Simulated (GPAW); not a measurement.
# WS2 (Tungstenite): optical spectrum from first principles, part 2 of 2

Aim: the dielectric function of WS2 (Tungstenite), and the optical constants that follow from it. The cell comes from an older database entry, whose edges can differ from later determinations, mostly by under a per cent.

GPAW 26.7.0; DFT, PBE, plane-wave PAW (GPAW data sets), scalar-relativistic, RPA, optical limit.

So far. Step 2 (Ground state): There is a gap, 1.14 eV on this mesh (points off the mesh can give less), so no carriers' term is needed.

The database entry behind the starting cell differs from later determinations by our own check (an axis about 1.4 % long against later determinations), so it need not match the best structure at ambient conditions.

## 4. Dielectric function, RPA

Transitions between filled and empty bands, summed over the zone, give the optical response, so mesh, band count and broadening shape it.

The induced potential is part of this response.

This step: DFT, PBE, plane-wave PAW (GPAW data sets), scalar-relativistic, RPA, optical limit (GPAW 26.7.0).

Contents of df.py:

```python
from gpaw.response.df import DielectricFunction

df = DielectricFunction('full.gpw', frequencies={'type': 'nonlinear', 'domega0': 0.03, 'omega2': 8},
                        ecut=50,
                        eta=0.12,
                        nbands=84,
                        txt='df.txt')
for direction in ['x', 'z']:
    df.get_dielectric_function(xc='RPA', direction=direction, filename=f'df_{direction}.csv')
```

The run is started by

```bash
$ OMP_NUM_THREADS=1 python df.py
```

Numbers of over 12 decimals in the logs are rounded to 6 here.

Log:

```text
Using integrator: PointIntegrator
NonLinearFrequencyDescriptor(from 0.000 to 105.287 eV, 545 points)
Nonperiodic BCs:  [False False False]
Using integrator: PointIntegrator
NonLinearFrequencyDescriptor(from 0.000 to 105.287 eV, 545 points)
Nonperiodic BCs:  [False False False]

Calculating chi0 body with:
    Ground state adapter containing:
    Number of spins: 1
    Number of kpoints: 432
    Number of irreducible kpoints: 50
    Number of completely occupied states: 26
    Number of partially occupied states: 26

    Linear response parametrization:
    q_c: [0.0, 0.0, 0.0]
    Number of frequency points: 545
    Planewave cutoff: 50.0
    Number of bands: 84
    Number of planewaves: 81
    Broadening (eta): 0.12

Integrating chi0 body.

Symmetries of q_c:
    Direct symmetries (Uq -> q): 12
    Indirect symmetries (TUq -> q): 0
In total 12 allowed symmetries.

50 groups of equivalent kpoints. 88.425926% reduction.

Integral kind: spectral function

Calculating chi0 optical extensions with:
    Ground state adapter containing:
    Number of spins: 1
    Number of kpoints: 432
    Number of irreducible kpoints: 50
    Number of completely occupied states: 26
    Number of partially occupied states: 26

    Linear response parametrization:
    Number of frequency points: 545
    Planewave cutoff: 50.0
    Number of bands: 84
    Number of planewaves: 81
    Broadening (eta): 0.12
Integrating chi0 head and wings.

Symmetries of q_c:
    Direct symmetries (Uq -> q): 12
    Indirect symmetries (TUq -> q): 0
In total 12 allowed symmetries.

50 groups of equivalent kpoints. 88.425926% reduction.

Integral kind: spectral function wings
```

The job ended after 82 s (1 thread of Arm Neoverse V1, shared host; peak memory 0.43 GiB).

This step gave:

```
electronic dielectric constant ε∞, mean over x, y and z (by symmetry where fewer were run) : 9.948
main peak of Im epsilon, first axis                                                        : 3.325 eV
```

Values under the direct gap are tails of Lorentzian lines. Im ε against photon energy; read off at these points:

```
photon energy (eV)  E ∥ x   E ∥ z
              0.00      0       0
              0.50  0.116  0.0180
              1.00  0.298  0.0414
              1.50  0.955  0.0820
              2.00   2.82   0.195
              2.50   12.1    1.24
              3.00   15.9    3.00
              3.34   16.3    2.95
              3.50   15.5    2.56
              4.00   11.7    2.27
              4.50   12.5    2.13
              4.65   13.7    1.87
              5.00   11.7    2.05
              5.50   8.17    1.98
              6.00   9.04    2.15
              6.50   7.50    2.37
              7.00   6.34    2.49
              7.50   5.72    2.93
              8.00   3.91    3.20
              8.50   4.02    3.57
              9.00   3.38    4.60
              9.50   3.83    5.20
             10.00   3.34    6.11
             10.50   3.06    5.11
             11.00   3.39    5.73
             11.50   3.18    7.77
             12.00   2.85    6.44
             12.50   2.32    4.07
             13.00   2.15    2.93
             13.50   2.05    2.29
```

Re ε against photon energy:

```
photon energy (eV)   E ∥ x  E ∥ z
               0.0    12.4   5.13
               0.5    12.6   5.17
               1.0    13.4   5.29
               1.5    15.4   5.54
               2.0    16.1   6.05
               2.5    17.9   7.34
               3.0    12.9   5.65
               3.5    6.54   4.44
               4.0    4.53   4.23
               4.5    4.53   4.18
               5.0   0.374   4.39
               5.5  -0.248   4.28
               6.0  -0.214   4.50
               6.5   -1.49   4.56
               7.0   -1.41   4.50
               7.5   -1.93   4.70
               8.0   -1.28   4.73
               8.5  -0.600   4.80
               9.0  -0.601   4.72
               9.5  -0.783   4.40
              10.0  -0.575   2.82
              10.5  -0.491   2.35
              11.0  -0.303   2.20
              11.5   -1.12   1.73
              12.0   -1.38  -1.60
              12.5   -1.03  -1.97
              13.0  -0.999  -1.62
              13.5   -1.13  -1.14
```

The reflectivity at normal incidence has structure finer than the step of the table below, so its rows give means over 0.5 eV, whole bins alone (the curve runs from 0 to 14.0 eV). Peaks (eV: height): E ∥ x 3.34: 45.0, 4.70: 44.9, 6.44: 42.4, 7.67: 43.5, 8.77: 35.5, 12.02: 37.7, 13.60: 37.8; E ∥ z 2.62: 22.5, 12.18: 43.9.

The reflectivity at normal incidence by photon energy; means over each step:

```
photon energy (eV)  E ∥ x (%)  E ∥ z (%)
               0.5       31.4       15.2
               1.0       32.6       15.5
               1.5       35.5       16.3
               2.0       37.7       17.9
               2.5       43.0       21.3
               3.0       44.1       20.5
               3.5       44.2       16.8
               4.0       41.0       15.4
               4.5       41.8       14.7
               5.0       43.7       15.0
               5.5       40.4       14.9
               6.0       40.4       15.8
               6.5       41.7       16.5
               7.0       40.6       16.9
               7.5       41.8       18.0
               8.0       37.3       19.2
               8.5       33.0       20.3
               9.0       30.7       22.7
               9.5       31.8       24.8
              10.0       31.0       27.4
              10.5       28.7       25.0
              11.0       28.5       26.9
              11.5       33.8       34.1
              12.0       36.5       41.5
              12.5       34.9       41.6
              13.0       33.6       39.5
              13.5       35.7       35.7
```

Table of refractive index n and extinction k by photon energy:

```
photon energy (eV)  n, E ∥ x  k, E ∥ x  n, E ∥ z  k, E ∥ z
               0.0      3.51         0      2.27         0
               0.5      3.55    0.0163      2.27   0.00396
               1.0      3.66    0.0406      2.30   0.00899
               1.5      3.93     0.121      2.35    0.0174
               2.0      4.03     0.350      2.46    0.0396
               2.5      4.45      1.36      2.72     0.228
               3.0      4.09      1.94      2.45     0.610
               3.5      3.42      2.26      2.19     0.586
               4.0      2.92      2.00      2.13     0.533
               4.5      2.98      2.09      2.11     0.504
               5.0      2.45      2.38      2.15     0.477
               5.5      1.99      2.05      2.12     0.466
               6.0      2.10      2.15      2.18     0.495
               6.5      1.75      2.14      2.20     0.538
               7.0      1.59      1.99      2.20     0.566
               7.5      1.43      2.00      2.26     0.647
               8.0      1.19      1.64      2.29     0.700
               8.5      1.32      1.53      2.32     0.768
               9.0      1.19      1.42      2.38     0.968
               9.5      1.25      1.53      2.37      1.10
              10.0      1.19      1.41      2.19      1.40
              10.5      1.14      1.34      2.00      1.28
              11.0      1.24      1.36      2.04      1.40
              11.5      1.06      1.50      2.20      1.76
              12.0     0.945      1.51      1.59      2.03
              12.5     0.867      1.34      1.13      1.80
              13.0     0.827      1.30     0.930      1.58
              13.5     0.777      1.32     0.841      1.36
```

Values under the direct gap are tails of Lorentzian lines. Table of loss function −Im 1/ε at q → 0 by energy loss; read off at these points:

```
energy loss (eV)    E ∥ x    E ∥ z
            0.00        0        0
            0.50   7.3e-4   6.7e-4
            1.00  0.00166  0.00148
            1.50  0.00399  0.00267
            2.00   0.0106  0.00531
            2.50   0.0258   0.0224
            3.00   0.0379   0.0732
            3.50   0.0548   0.0976
            4.00   0.0742   0.0983
            4.50   0.0709   0.0965
            5.00   0.0857   0.0874
            5.50    0.122   0.0889
            6.00    0.110   0.0865
            6.50    0.128   0.0898
            7.00    0.150   0.0941
            7.50    0.157   0.0955
            8.00    0.231   0.0980
            8.50    0.243   0.0998
            9.00    0.287    0.106
            9.09    0.290    0.110
            9.50    0.251    0.112
           10.00    0.291    0.135
           10.50    0.318    0.162
           10.59    0.320    0.161
           11.00    0.293    0.152
           11.50    0.280    0.122
           12.00    0.284    0.146
           12.50    0.360    0.199
           13.00    0.383    0.261
           13.50    0.375    0.350
           13.86    0.486    0.557
```

From ε follow the optical constants at some laser and lamp lines:

```
wavelength (nm)   n x    k x  R (%) x   1/α x   n z    k z  R (%) z   1/α z
           1550  3.60  0.029     32.0  4.2 µm  2.29  0.007     15.3   18 µm
           1064  3.72  0.054     33.3  1.6 µm  2.31  0.011     15.7  7.6 µm
            800  3.98  0.146     35.8  434 nm  2.36  0.019     16.4  3.4 µm
            532  4.67  0.831     43.1   51 nm  2.61  0.108     20.0  392 nm
            450  4.25  1.477     42.9   24 nm  2.64  0.531     22.0   67 nm
            365  3.58  2.230     44.8   13 nm  2.18  0.618     16.9   47 nm
            248  2.45  2.376     44.1  8.3 nm  2.15  0.477     15.3   41 nm
```

Below the direct gap, k and the depth come from the tails of the Lorentzian lines, not from transitions.

Rows near the edge hang on the gap, which this functional as a rule makes too small, and phonon-assisted absorption is left out.

## 5. Summary of results

| Item | Value |
| --- | --- |
| electronic dielectric constant ε∞, mean over x, y and z (by symmetry where fewer were run) (RPA) | 9.95 |
| main peak of Im epsilon, first axis | 3.33 eV |

At this level (PBE, RPA) WS2 has a mean ε∞ = 9.95 and n = 3.60 at 1550 nm (E ∥ x), and Im ε peaks at 3.3 eV (E ∥ x). On the mesh the gap is 1.05 eV and the least direct gap 1.74 eV, so on this mesh the band edges lie at different points. Local fields change the static value along x from 13.11 to 12.36 (-6 %). Distinct maxima of Im ε, read by a parabola through the highest points, lie at 3.02 eV (16), 3.33 eV (16), 4.17 eV (12) and 4.65 eV (14) for E ∥ x. The static values by axis are 12.36 (x), 5.13 (z). Excitons and phonon-assisted transitions are missing; PBE gaps are as a rule too small, which pulls the onset down and ε∞ up. Spin-orbit coupling is left out although heavy atoms are present. The sum runs over mesh points, so small or evenly spaced maxima can still be ripples of the mesh. In this version of GPAW the matrix elements of the optical limit are incomplete, which can lower ε − 1 by up to a tenth where first-row anions or d states rule, and shift it by more in d metals.

[Machine, clock and banner lines and Python warnings are left out of the logs.]

[Logs are printed without paths, hosts, clocks, repeated set-up lines and the standing remarks that a program may print on its own settings, such as how far it seeks lower states.]

[Hosts, paths, dates, database ids (printed as entryN), source tags and the programs' standing remarks are cut or masked in the printed files.]
